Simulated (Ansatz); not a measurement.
# SrAl4Si2Rh: relaxing a made-up structure

Starting from a made-up structure for SrAl4Si2Rh, the aim is the relaxed cell, its shortest contacts and, where a second run follows, its electronic structure.

Main program and level: Ansatz 0.2.0; DFT, r2SCAN, plane-wave PAW, files of the set soft_1, scalar-relativistic, no spin, cell and ions relaxed at zero pressure; PAW set soft_1, in the first sound run; inputs show where later runs differ.

### Step 1. The starting structure

The structure is tetragonal, space group P4/mmm (No. 123). Conventional cell: a = 4.242 Å, b = 4.242 Å, c = 8.589 Å, α = 90.00°, β = 90.00°, γ = 90.00°. Nearest to Rh lie 8 Al at 2.57 Å. Nearest to Sr lie 8 Si at 3.24 Å and 8 Al at 3.55 Å. Si has 1 Si at 2.46 Å and 4 Al at 2.66 Å and 4 Sr at 3.24 Å nearest. Nearest to Al lie 2 Rh at 2.57 Å and 2 Si at 2.66 Å and 5 Al at 2.90 to 3.00 Å and 2 Sr at 3.55 Å. Farther neighbours are not listed.

As a file:

```cif
data_structure
_symmetry_space_group_name_H-M 'P4/mmm'
_symmetry_Int_Tables_number 123
_cell_length_a 4.2420
_cell_length_b 4.2420
_cell_length_c 8.5890
_cell_angle_alpha 90.000
_cell_angle_beta 90.000
_cell_angle_gamma 90.000
_cell_volume 154.56
loop_
_atom_site_label
_atom_site_type_symbol
_atom_site_symmetry_multiplicity
_atom_site_Wyckoff_symbol
_atom_site_fract_x
_atom_site_fract_y
_atom_site_fract_z
_atom_site_occupancy
Rh1 Rh 1 a 0.00000 0.00000 0.00000 1
Sr1 Sr 1 b 0.00000 0.00000 0.50000 1
Si1 Si 2 h 0.50000 0.50000 0.64330 1
Al1 Al 4 i 0.50000 0.00000 0.83090 1
```

### Step 2. Relaxation of the guess

The guess takes its coordinates from another compound and its volume from a rule, so the cell and any free coordinates are relaxed together.

Contents of input.yaml:

```yaml
crystal:
  lattice:
    - [4.242, 0.0, 0.0]
    - [0.0, 4.242, 0.0]
    - [0.0, 0.0, 8.589]
  atoms:
    - { symbol: Rh, position: [0.0, 0.0, 0.0] }
    - { symbol: Sr, position: [0.0, 0.0, 0.5] }
    - { symbol: Si, position: [0.5, 0.5, 0.6433] }
    - { symbol: Si, position: [0.5, 0.5, 0.3567] }
    - { symbol: Al, position: [0.5, 0.0, 0.8309] }
    - { symbol: Al, position: [0.0, 0.5, 0.8309] }
    - { symbol: Al, position: [0.5, 0.0, 0.1691] }
    - { symbol: Al, position: [0.0, 0.5, 0.1691] }
kpoints:
  mp_grid: { grid: [6, 6, 3] }
scf:
  occupations: { method: fermi_dirac, width: 0.05 }
hamiltonian:
  xc: r2scan
  pseudopotentials: { kind: paw, azcp: { folder: soft_1 } }
relax:
  f_tol: 0.015
  max_steps: 70
  cell: {}
output:
  forces: true
  stress: true
```

Command:

```sh
ansatz run input.yaml --threads 4 --pin off --max-ram 10240MiB --backend cpu --events-out ev --progress --plain --runs-dir out
```

Numbers of over 12 decimals in the logs are rounded to 6 here.

Output:

```text
Engine: ansatz 0.2.0, aarch64-unknown-linux-gnu
Pseudopotentials: kind: paw
Pseudopotential: Rh, paw, valence charge 17, recommended cutoff 500 eV (meta_gga), soft_1/Rh.paw.azcp
Pseudopotential: Sr, paw, valence charge 10, recommended cutoff 500 eV (meta_gga), soft_1/Sr.paw.azcp
Pseudopotential: Si, paw, valence charge 4, recommended cutoff 500 eV (meta_gga), soft_1/Si.paw.azcp
Pseudopotential: Al, paw, valence charge 3, recommended cutoff 500 eV (meta_gga), soft_1/Al.paw.azcp
Functional definition: r2SCAN
  parameter k0 = 0.174
  parameter k1 = 0.065
  parameter a1 = 4.9479
  exchange = r2scan_x(k0 = k0, k1 = k1, a1 = a1)
  correlation = r2scan_c
Crystal: 8 atoms, lattice volume = 154.555 Å³
Basis set: ecut = 500 eV, 3903 PW (Γ), exchange–correlation on 128×128×256 points (64 copies of the dense FFT grid, shifted against one another)
Bands: 32, of which v1, the nominal top of the filled ones, is band 24 counted from 1 (23 counted from 0)
Symmetry: 16 space group operations
Space group: P4/mmm (ITA 123), of the structure as read, at distance tolerance 5.4e-5 Å
k-points: 20 of 108
Non-local potential: Rh, projectors of the file, l = 0: 3, l = 1: 2, l = 2: 2, l = 3: 1
Non-local potential: Sr, projectors of the file, l = 0: 3, l = 1: 2, l = 2: 2
Non-local potential: Si, projectors of the file, l = 0: 2, l = 1: 2, l = 2: 1
Non-local potential: Al, projectors of the file, l = 0: 2, l = 1: 2, l = 2: 1
PAW form: soft (Blöchl's): semilocal exchange-correlation on the pseudo side does not see the compensation charge
PAW frozen core: Rh, regenerated for the run's functional (the file was generated under x = pbe(κ = 0.804, μ = 0.219515), c = pbe(β = 0.066725))
PAW frozen core: Sr, regenerated for the run's functional (the file was generated under x = pbe(κ = 0.804, μ = 0.219515), c = pbe(β = 0.066725))
PAW frozen core: Si, regenerated for the run's functional (the file was generated under x = pbe(κ = 0.804, μ = 0.219515), c = pbe(β = 0.066725))
PAW frozen core: Al, regenerated for the run's functional (the file was generated under x = pbe(κ = 0.804, μ = 0.219515), c = pbe(β = 0.066725))
PAW one-centre angular grid: Rh, 590 points (default); XC on 160 Gauss nodes
PAW one-centre angular grid: Sr, 302 points (default); XC on 160 Gauss nodes
PAW one-centre angular grid: Si, 302 points (default); XC on 160 Gauss nodes
PAW one-centre angular grid: Al, 302 points (default); XC on 160 Gauss nodes
Initial density: superposition of atomic densities (chi_scale 0.1, normalization cell, long waves kept (reshape's long-wave potential 0.34 eV rms))
Initial wavefunctions: pseudopotential atomic-orbital guess
Functional: x = r2scan, c = r2scan; τ floored in thin density (d = 2e-4 eV/Å³)
SCF iter   1: F=—  HF=-13425.615491 eV  |F-HF|=—  |Δ(HF+E_count)|=         —  Δρ=1.88e-1  dr2=1.95e2  dr2_τ=3.79e0  ethr=3.10e-3  ⟨swp⟩=11.9  Hψ=4438  notcnv=0
preconditioner: auto → Kerker (q_TF=auto, 2.237 Å⁻¹)  [metal: Δε(μ)=0.018 eV  Ē_g=6.157 eV  σ=0.050 eV  W_gap=0.09  n_scr=38 (ndim 8)  ℏωp=16.6 eV  f_vac=0.000  D(μ)=7.44/eV (n_scr^D=56)]
SCF iter   2: F=—  HF=-13421.070270 eV  |F-HF|=—  |Δ(HF+E_count)|=    4.55e0  Δρ=1.26e-1  dr2=3.57e1  dr2_τ=8.39e0  ethr=3.10e-3  ⟨swp⟩=5.1  Hψ=2114  notcnv=0  defer=11
SCF iter   3: F=—  HF=-13415.782225 eV  |F-HF|=—  |Δ(HF+E_count)|=    5.29e0  Δρ=4.32e-2  dr2=6.52e0  dr2_τ=1.51e-1  ethr=3.10e-3  ⟨swp⟩=3.1  Hψ=1657  notcnv=0  defer=39
SCF iter   4: F=—  HF=-13415.142100 eV  |F-HF|=—  |Δ(HF+E_count)|=   6.40e-1  Δρ=3.48e-2  dr2=5.06e0  dr2_τ=2.04e-1  ethr=3.10e-3  ⟨swp⟩=3.3  Hψ=1544  notcnv=0  defer=32
SCF iter   5: F=—  HF=-13414.759910 eV  |F-HF|=—  |Δ(HF+E_count)|=   3.82e-1  Δρ=9.78e-3  dr2=6.24e-1  dr2_τ=2.37e-3  ethr=3.10e-3  ⟨swp⟩=3.2  Hψ=1108  notcnv=0  defer=29
SCF iter   6: F=—  HF=-13414.713254 eV  |F-HF|=—  |Δ(HF+E_count)|=   4.67e-2  Δρ=5.21e-3  dr2=1.70e-1  dr2_τ=2.48e-3  ethr=1.33e-3  ⟨swp⟩=2.4  Hψ=709  notcnv=0  defer=29
SCF iter   7: F=—  HF=-13414.699618 eV  |F-HF|=—  |Δ(HF+E_count)|=   1.36e-2  Δρ=2.38e-3  dr2=3.08e-2  dr2_τ=5.37e-4  ethr=3.62e-4  ⟨swp⟩=2.6  Hψ=781  notcnv=0  defer=31
SCF iter   8: F=—  HF=-13414.696750 eV  |F-HF|=—  |Δ(HF+E_count)|=   2.87e-3  Δρ=5.04e-4  dr2=1.24e-3  dr2_τ=2.08e-5  ethr=6.55e-5  ⟨swp⟩=1.6  Hψ=708  notcnv=0  defer=11
automatic band count: iteration 8 solves 31 bands in place of 32: the levels show a gap, and the empty bands left out lie too high to hold charge; the band table lists the bands solved (type scf.n_extra_bands for more)
SCF iter   9: F=—  HF=-13414.696744 eV  |F-HF|=—  |Δ(HF+E_count)|=   5.71e-6  Δρ=1.32e-4  dr2=1.09e-4  dr2_τ=1.66e-6  ethr=2.64e-6  ⟨swp⟩=2.0  Hψ=742  notcnv=0  defer=11
SCF iter  10: F=—  HF=-13414.696738 eV  |F-HF|=—  |Δ(HF+E_count)|=   5.88e-6  Δρ=2.89e-5  dr2=1.77e-6  dr2_τ=1.06e-7  ethr=2.32e-7  ⟨swp⟩=2.0  Hψ=742  notcnv=0  defer=11
SCF iter  11: F=—  HF=-13414.696882 eV  |F-HF|=—  |Δ(HF+E_count)|=   1.44e-4  Δρ=8.99e-6  dr2=2.23e-7  dr2_τ=1.45e-8  ethr=3.76e-9  ⟨swp⟩=2.8  Hψ=1057  notcnv=0  defer=11
SCF iter  12: F=-13414.696882 eV  HF=-13414.696882 eV  |F-HF|=6.48e-10  |Δ(HF+E_count)|=   1.03e-8  Δρ=1.42e-6  dr2=4.14e-9  dr2_τ=5.95e-10  ethr=2.13e-10  ⟨swp⟩=5.0  Hψ=2172  notcnv=0
SCF 1 converged in 12 iterations: F = -13414.696882 eV  dr2 = 4.14e-9
  greatest PAW one-centre occupation: 1.001 electrons in one spin orbital (limit 2), on the Rh atom at site 0 (counted from 0), in its partial waves of l = 0
relax step   1: F+E_penalty+E_count = -13414.69688244 eV  Δ(F+E_penalty+E_count) = +0.000e0 eV  max|allowed force component| = 4.175e-1 eV/Å  Δτ_max = 0.0000 Å  P = -4.831 GPa  Ω = 154.555 Å³  (12 SCF iters, dr2 threshold 1.00e-7 eV, accepted)
Crystal: 8 atoms, lattice volume = 145.594 Å³
Basis set: ecut = 500 eV, 3709 PW (Γ), exchange–correlation on 128×128×256 points (64 copies of the dense FFT grid, shifted against one another)
Initial density: handed on by an earlier stage of this run
Initial wavefunctions: those handed on with the density
iter 1 solved again at ethr=1.61e-4 eV; its pass at ethr=3.10e-3 eV (dr2=7.55e-2 eV) is discarded
SCF iter   1: F=—  HF=-13414.714792 eV  |F-HF|=—  |Δ(HF+E_count)|=         —  Δρ=6.41e-3  dr2=7.95e-2  dr2_τ=1.31e-1  ethr=1.61e-4  ⟨swp⟩=2.0  Hψ=3837  notcnv=0
automatic band count: iteration 1 solves 29 bands in place of 32: the levels show a gap, and the empty bands left out lie too high to hold charge; the band table lists the bands solved (type scf.n_extra_bands for more)
preconditioner: auto → Kerker (q_TF=auto, 2.260 Å⁻¹)  [metal: Δε(μ)=0.128 eV  Ē_g=8.695 eV  σ=0.050 eV  W_gap=0.47  n_scr=36 (ndim 8)  ℏωp=18.7 eV  f_vac=0.000  D(μ)=2.21/eV (n_scr^D=8)]
SCF iter   2: F=—  HF=-13414.849291 eV  |F-HF|=—  |Δ(HF+E_count)|=   1.34e-1  Δρ=3.71e-3  dr2=2.20e-2  dr2_τ=4.54e-3  ethr=1.61e-4  ⟨swp⟩=9.5  Hψ=2877  notcnv=0  defer=30
automatic band count: iteration 2 solves 32 bands in place of 29: the levels no longer show a gap clear of their residuals, so the SCF keeps every band
SCF iter   3: F=—  HF=-13414.848166 eV  |F-HF|=—  |Δ(HF+E_count)|=   1.13e-3  Δρ=1.96e-3  dr2=5.51e-3  dr2_τ=1.25e-4  ethr=4.68e-5  ⟨swp⟩=1.3  Hψ=806  notcnv=0  defer=30
SCF iter   4: F=—  HF=-13414.848867 eV  |F-HF|=—  |Δ(HF+E_count)|=   7.01e-4  Δρ=5.58e-4  dr2=7.66e-4  dr2_τ=3.24e-5  ethr=1.17e-5  ⟨swp⟩=2.5  Hψ=965  notcnv=0  defer=30
SCF iter   5: F=—  HF=-13414.848996 eV  |F-HF|=—  |Δ(HF+E_count)|=   1.29e-4  Δρ=1.50e-4  dr2=7.29e-5  dr2_τ=1.72e-6  ethr=1.63e-6  ⟨swp⟩=2.2  Hψ=867  notcnv=0  defer=30
SCF iter   6: F=—  HF=-13414.848995 eV  |F-HF|=—  |Δ(HF+E_count)|=   3.96e-7  Δρ=4.27e-5  dr2=7.96e-6  dr2_τ=2.73e-7  ethr=1.55e-7  ⟨swp⟩=2.0  Hψ=858  notcnv=0  defer=30
SCF iter   7: F=—  HF=-13414.848995 eV  |F-HF|=—  |Δ(HF+E_count)|=   1.89e-7  Δρ=1.51e-5  dr2=8.25e-7  dr2_τ=1.61e-8  ethr=1.69e-8  ⟨swp⟩=2.5  Hψ=888  notcnv=0  defer=30
SCF iter   8: F=-13414.848995 eV  HF=-13414.848995 eV  |F-HF|=4.28e-8  |Δ(HF+E_count)|=   3.68e-8  Δρ=4.28e-6  dr2=5.92e-8  dr2_τ=1.84e-9  ethr=1.70e-9  ⟨swp⟩=4.2  Hψ=2012  notcnv=0
SCF 2 converged in 8 iterations: F = -13414.848995 eV  dr2 = 5.92e-8
relax step   2: F+E_penalty+E_count = -13414.84899509 eV  Δ(F+E_penalty+E_count) = -1.521e-1 eV  max|allowed force component| = 3.097e-1 eV/Å  Δτ_max = 0.0539 Å  P = +1.383 GPa  Ω = 145.594 Å³  energy of the carried Pulay correction = +6.995e-4 eV  (8 SCF iters, dr2 threshold 8.00e-7 eV, accepted)
Crystal: 8 atoms, lattice volume = 147.062 Å³
Basis set: ecut = 500 eV, 3727 PW (Γ), exchange–correlation on 128×128×256 points (64 copies of the dense FFT grid, shifted against one another)
iter 1 solved again at ethr=3.09e-5 eV; its pass at ethr=3.10e-3 eV (dr2=1.45e-2 eV) is discarded
SCF iter   1: F=—  HF=-13414.866508 eV  |F-HF|=—  |Δ(HF+E_count)|=         —  Δρ=1.80e-3  dr2=1.38e-2  dr2_τ=9.05e-3  ethr=3.09e-5  ⟨swp⟩=1.4  Hψ=3471  notcnv=0
automatic band count: iteration 1 solves 29 bands in place of 32: the levels show a gap, and the empty bands left out lie too high to hold charge; the band table lists the bands solved (type scf.n_extra_bands for more)
preconditioner: auto → Kerker (q_TF=auto, 2.256 Å⁻¹)  [metal: Δε(μ)=0.085 eV  Ē_g=8.624 eV  σ=0.050 eV  W_gap=0.40  n_scr=36 (ndim 8)  ℏωp=18.6 eV  f_vac=0.000  D(μ)=2.36/eV (n_scr^D=16)]
SCF iter   2: F=—  HF=-13414.876576 eV  |F-HF|=—  |Δ(HF+E_count)|=   1.01e-2  Δρ=1.12e-3  dr2=5.92e-3  dr2_τ=4.76e-5  ethr=2.94e-5  ⟨swp⟩=9.6  Hψ=2530  notcnv=0  defer=33
automatic band count: iteration 2 solves 32 bands in place of 29: the levels no longer show a gap clear of their residuals, so the SCF keeps every band
SCF iter   3: F=—  HF=-13414.876367 eV  |F-HF|=—  |Δ(HF+E_count)|=   2.09e-4  Δρ=9.30e-4  dr2=1.68e-3  dr2_τ=2.02e-4  ethr=1.26e-5  ⟨swp⟩=1.2  Hψ=806  notcnv=0  defer=33
SCF iter   4: F=—  HF=-13414.876153 eV  |F-HF|=—  |Δ(HF+E_count)|=   2.13e-4  Δρ=1.37e-4  dr2=5.48e-5  dr2_τ=4.11e-6  ethr=3.58e-6  ⟨swp⟩=2.0  Hψ=781  notcnv=0  defer=33
SCF iter   5: F=—  HF=-13414.876289 eV  |F-HF|=—  |Δ(HF+E_count)|=   1.35e-4  Δρ=6.22e-5  dr2=1.19e-5  dr2_τ=2.89e-7  ethr=1.17e-7  ⟨swp⟩=2.3  Hψ=799  notcnv=0  defer=33
SCF iter   6: F=-13414.876289 eV  HF=-13414.876289 eV  |F-HF|=3.29e-8  |Δ(HF+E_count)|=   8.15e-7  Δρ=1.54e-5  dr2=6.38e-7  dr2_τ=1.90e-8  ethr=1.70e-9  ⟨swp⟩=4.0  Hψ=2751  notcnv=0
SCF 3 converged in 6 iterations: F = -13414.876289 eV  dr2 = 6.38e-7
relax step   3: F+E_penalty+E_count = -13414.87628938 eV  Δ(F+E_penalty+E_count) = -2.729e-2 eV  max|allowed force component| = 4.212e-2 eV/Å  Δτ_max = 0.0275 Å  P = -0.117 GPa  Ω = 147.062 Å³  energy of the carried Pulay correction = +5.821e-4 eV  (6 SCF iters, dr2 threshold 8.00e-7 eV, accepted)
Crystal: 8 atoms, lattice volume = 147.026 Å³
Basis set: ecut = 500 eV, 3719 PW (Γ), exchange–correlation on 128×128×256 points (64 copies of the dense FFT grid, shifted against one another)
iter 1 solved again at ethr=8.73e-7 eV; its pass at ethr=3.10e-3 eV (dr2=4.10e-4 eV) is discarded
SCF iter   1: F=—  HF=-13414.876929 eV  |F-HF|=—  |Δ(HF+E_count)|=         —  Δρ=2.83e-4  dr2=4.01e-4  dr2_τ=4.47e-4  ethr=8.73e-7  ⟨swp⟩=3.2  Hψ=3805  notcnv=0
preconditioner: auto → Kerker (q_TF=auto, 2.256 Å⁻¹)  [metal: Δε(μ)=0.056 eV  Ē_g=9.402 eV  σ=0.050 eV  W_gap=0.27  n_scr=36 (ndim 8)  ℏωp=18.6 eV  f_vac=0.000  D(μ)=2.23/eV (n_scr^D=8)]
SCF iter   2: F=—  HF=-13414.877361 eV  |F-HF|=—  |Δ(HF+E_count)|=   4.32e-4  Δρ=1.88e-4  dr2=1.32e-4  dr2_τ=2.16e-6  ethr=8.54e-7  ⟨swp⟩=2.5  Hψ=968  notcnv=0
SCF iter   3: F=—  HF=-13414.877356 eV  |F-HF|=—  |Δ(HF+E_count)|=   4.96e-6  Δρ=1.49e-4  dr2=6.87e-5  dr2_τ=6.23e-6  ethr=2.81e-7  ⟨swp⟩=2.1  Hψ=878  notcnv=0
SCF iter   4: F=—  HF=-13414.877349 eV  |F-HF|=—  |Δ(HF+E_count)|=   6.87e-6  Δρ=3.11e-5  dr2=1.63e-6  dr2_τ=1.62e-7  ethr=1.46e-7  ⟨swp⟩=2.1  Hψ=792  notcnv=0
SCF iter   5: F=-13414.877350 eV  HF=-13414.877350 eV  |F-HF|=2.51e-9  |Δ(HF+E_count)|=   3.31e-7  Δρ=1.51e-5  dr2=4.77e-7  dr2_τ=1.46e-8  ethr=1.52e-9  ⟨swp⟩=5.0  Hψ=2181  notcnv=0
SCF 4 converged in 5 iterations: F = -13414.877350 eV  dr2 = 4.77e-7
relax step   4: F+E_penalty+E_count = -13414.87734976 eV  Δ(F+E_penalty+E_count) = -1.060e-3 eV  max|allowed force component| = 2.135e-2 eV/Å  Δτ_max = 0.0023 Å  P = -0.050 GPa  Ω = 147.026 Å³  energy of the carried Pulay correction = +5.850e-4 eV  (5 SCF iters, dr2 threshold 7.16e-7 eV, accepted)
Crystal: 8 atoms, lattice volume = 146.940 Å³
iter 1 solved again at ethr=9.82e-8 eV; its pass at ethr=3.10e-3 eV (dr2=4.61e-5 eV) is discarded
SCF iter   1: F=—  HF=-13414.877254 eV  |F-HF|=—  |Δ(HF+E_count)|=         —  Δρ=9.06e-5  dr2=4.85e-5  dr2_τ=1.11e-5  ethr=9.82e-8  ⟨swp⟩=2.9  Hψ=3336  notcnv=0
preconditioner: auto → Kerker (q_TF=auto, 2.256 Å⁻¹)  [metal: Δε(μ)=0.058 eV  Ē_g=9.403 eV  σ=0.050 eV  W_gap=0.28  n_scr=36 (ndim 8)  ℏωp=18.6 eV  f_vac=0.000  D(μ)=2.26/eV (n_scr^D=8)]
SCF iter   2: F=—  HF=-13414.877271 eV  |F-HF|=—  |Δ(HF+E_count)|=   1.62e-5  Δρ=5.33e-5  dr2=1.14e-5  dr2_τ=8.20e-7  ethr=9.82e-8  ⟨swp⟩=2.5  Hψ=1004  notcnv=0
SCF iter   3: F=—  HF=-13414.877401 eV  |F-HF|=—  |Δ(HF+E_count)|=   1.30e-4  Δρ=2.62e-5  dr2=5.07e-6  dr2_τ=1.50e-7  ethr=2.42e-8  ⟨swp⟩=2.0  Hψ=765  notcnv=0
SCF iter   4: F=—  HF=-13414.877400 eV  |F-HF|=—  |Δ(HF+E_count)|=   5.69e-7  Δρ=7.45e-6  dr2=1.63e-7  dr2_τ=2.07e-9  ethr=1.08e-8  ⟨swp⟩=1.9  Hψ=718  notcnv=0
SCF iter   5: F=-13414.877400 eV  HF=-13414.877400 eV  |F-HF|=1.35e-8  |Δ(HF+E_count)|=   8.62e-9  Δρ=3.09e-6  dr2=2.48e-8  dr2_τ=8.35e-10  ethr=6.06e-11  ⟨swp⟩=5.5  Hψ=2378  notcnv=0
SCF 5 converged in 5 iterations: F = -13414.877400 eV  dr2 = 2.48e-8
relax step   5: F+E_penalty+E_count = -13414.87740044 eV  Δ(F+E_penalty+E_count) = -5.069e-5 eV  max|allowed force component| = 1.168e-3 eV/Å  Δτ_max = 0.0011 Å  P = +0.015 GPa  Ω = 146.940 Å³  energy of the carried Pulay correction = +5.918e-4 eV  (5 SCF iters, dr2 threshold 2.85e-8 eV, accepted)
Initial wavefunctions: pseudopotential atomic-orbital guess (no wavefunctions were taken with the density)
iter 1 solved again at ethr=1.60e-5 eV; its pass at ethr=3.10e-3 eV (dr2=7.54e-3 eV) is discarded
SCF iter   1: F=—  HF=-13414.876661 eV  |F-HF|=—  |Δ(HF+E_count)|=         —  Δρ=3.83e-5  dr2=4.34e-7  dr2_τ=2.15e-6  ethr=1.60e-5  ⟨swp⟩=3.0  Hψ=5381  notcnv=0
eigensolver tolerance schedule: the retry pair's looser diagonalisation over-reported the residual by 17381.39 of it (diagonalisation noise at an unbounded share of the residual, at the tolerance the schedule requests for it); recorded, not acted on — ethr = c·dr2/N_el stays at c = 1.0e-1
preconditioner: auto → Kerker (q_TF=auto, 2.256 Å⁻¹)  [metal: Δε(μ)=0.057 eV  Ē_g=9.403 eV  σ=0.050 eV  W_gap=0.27  n_scr=36 (ndim 8)  ℏωp=18.6 eV  f_vac=0.000  D(μ)=2.25/eV (n_scr^D=8)]
SCF iter   2: F=—  HF=-13414.876815 eV  |F-HF|=—  |Δ(HF+E_count)|=   1.54e-4  Δρ=2.01e-5  dr2=1.76e-7  dr2_τ=5.83e-8  ethr=9.23e-10  ⟨swp⟩=4.0  Hψ=1742  notcnv=0
SCF iter   3: F=—  HF=-13414.876815 eV  |F-HF|=—  |Δ(HF+E_count)|=   3.76e-7  Δρ=1.04e-5  dr2=3.74e-8  dr2_τ=1.79e-8  ethr=3.74e-10  ⟨swp⟩=2.1  Hψ=891  notcnv=0
SCF iter   4: F=—  HF=-13414.876815 eV  |F-HF|=—  |Δ(HF+E_count)|=   1.24e-7  Δρ=4.11e-6  dr2=1.35e-8  dr2_τ=2.79e-9  ethr=7.96e-11  ⟨swp⟩=2.0  Hψ=1062  notcnv=0
SCF iter   5: F=—  HF=-13414.876815 eV  |F-HF|=—  |Δ(HF+E_count)|=   1.82e-8  Δρ=1.65e-6  dr2=3.68e-9  dr2_τ=3.10e-10  ethr=2.88e-11  ⟨swp⟩=2.4  Hψ=955  notcnv=0
SCF iter   6: F=—  HF=-13414.876815 eV  |F-HF|=—  |Δ(HF+E_count)|=   2.62e-9  Δρ=4.63e-7  dr2=5.89e-10  dr2_τ=1.57e-11  ethr=7.83e-12  ⟨swp⟩=2.8  Hψ=992  notcnv=0
SCF iter   7: F=-13414.876815 eV  HF=-13414.876815 eV  |F-HF|=2.91e-11  |Δ(HF+E_count)|=  2.18e-11  Δρ=1.05e-7  dr2=3.67e-11  dr2_τ=7.89e-13  ethr=1.00e-12  ⟨swp⟩=3.8  Hψ=2678  notcnv=0
SCF 6 converged in 7 iterations: F = -13414.876815 eV  dr2 = 3.67e-11
relax step   6: F+E_penalty+E_count = -13414.87681539 eV  Δ(F+E_penalty+E_count) = +5.851e-4 eV  max|allowed force component| = 1.153e-3 eV/Å  Δτ_max = 0.0000 Å  P = +0.015 GPa  Ω = 146.940 Å³  stress off target by 1.65e-2 GPa  SCF on the basis re-selected at this cell (its energy is not comparable with the rows above)  (7 SCF iters)
basis re-selected at this cell: Δ(F+E_penalty+E_count) = +5.851e-4 eV, ΔP = -0.000 GPa vs the last step (what re-selecting the basis moved, of the pressure what is left beyond the Pulay correction that the steps carried, after the strain that the cell walked since its last selection, with what the two solves' SCF thresholds leave and, on support functions, any second-order correction that the steps lacked; it is no m [...]
SCF converged after 7 iterations
Free energy (F): -13414.876815 eV
Harris-Foulkes:  -13414.876815 eV  (|F-HF|=2.91e-11)
Internal energy: -13414.858829 eV  (E = F + TS)
E sigma→0 (E₀):  -13414.867822 eV
Entropy (-TS):   -0.017987 eV (-2.248 meV/atom)
Fermi energy:    9.478751 eV
--- Per-component energies (eV) ---
  E_band       = -319.574175
  E_kinetic    = 950.594386
  E_local      = -3838.635903  (includes V_loc(G=0)·N_el)
  E_nonlocal   = 611.021919
  E_hartree    = 1481.624356
  E_xc         = -608.684437
  E_vxc        = -686.427453  (∫ρ·V_xc dr)
  E_paw        = -9271.173794  (= ΣΔE_a)
  E_vpaw       = -357.727334  (= ΣTr[D̂ρ^β])
  E_aug_tail   = -0.000028  (compensation charges beyond the density's cutoff)
  E_vtau       = 38.351476  (kinetic-family band-sum trace: ∫τ·v_τ [+ j·A + Jᵃ·Aᵃ] dr)
  E_ewald      = -2738.696038
  E_core_change = -0.909290  (= ΣΔE_core)
  E_smearing   = -0.017987  (= −TS)
  E_closure    = -0.000000  (closes the sum)
  Σ components = -13414.876815   (vs F -13414.876815, Δ=0.00e0)
--- Forces (eV/Å), atoms counted from 1 ---
  atom   1  Rh    -0.00000000    -0.00000000     0.00000000
  atom   2  Sr    -0.00000000    -0.00000000     0.00000000
  atom   3  Si     0.00000000     0.00000000    -0.00099187
  atom   4  Si     0.00000000     0.00000000     0.00099187
  atom   5  Al     0.00000000     0.00000000    -0.00115256
  atom   6  Al    -0.00000000     0.00000000    -0.00115256
  atom   7  Al     0.00000000     0.00000000     0.00115256
  atom   8  Al    -0.00000000     0.00000000     0.00115256
  max |Σ_I F_I| component: 1.39e-17 eV/Å
--- Stress (GPa, compression-positive) ---
        0.016539       0.000000       0.000000
        0.000000       0.016539       0.000000
        0.000000       0.000000       0.012501
  P = ⅓ Tr σ = 0.0152 GPa (0.152 kbar)
--- Relaxed structure (5 steps of the walk, 5 accepted, 1 SCFs on fresh bases) ---
  F+E_penalty+E_count = -13414.87681539 eV   max|allowed force component| = 1.153e-3 eV/Å   (the final SCF, on the basis selected at the relaxed cell)
  cell:  # Å, volume = 146.9400 Å³
    - [4.210034, 0, 0.0]
    - [0, 4.210034, 0.0]
    - [0.0, 0.0, 8.290274]
  atoms:
    - { symbol: Rh, position: [0, 0, 0] }
    - { symbol: Sr, position: [0, 0, 0.5] }
    - { symbol: Si, position: [0.5, 0.5, 0.644811] }
    - { symbol: Si, position: [0.5, 0.5, 0.355189] }
    - { symbol: Al, position: [0.5, 0, 0.834306] }
    - { symbol: Al, position: [0, 0.5, 0.834306] }
    - { symbol: Al, position: [0.5, 0, 0.165694] }
    - { symbol: Al, position: [0, 0.5, 0.165694] }
```

Run time: 19 s. Hardware: 4 threads of Arm Neoverse V2, shared host; peak memory 0.75 GiB.

(Part 1 of 2 ends here.)

[Logs are printed without paths, hosts, clocks, repeated set-up lines and the standing remarks that a program may print on its own settings, such as how far it seeks lower states.]

[Hosts, paths, dates, database ids (printed as entryN), source tags and the programs' standing remarks are cut or masked in the printed files.]
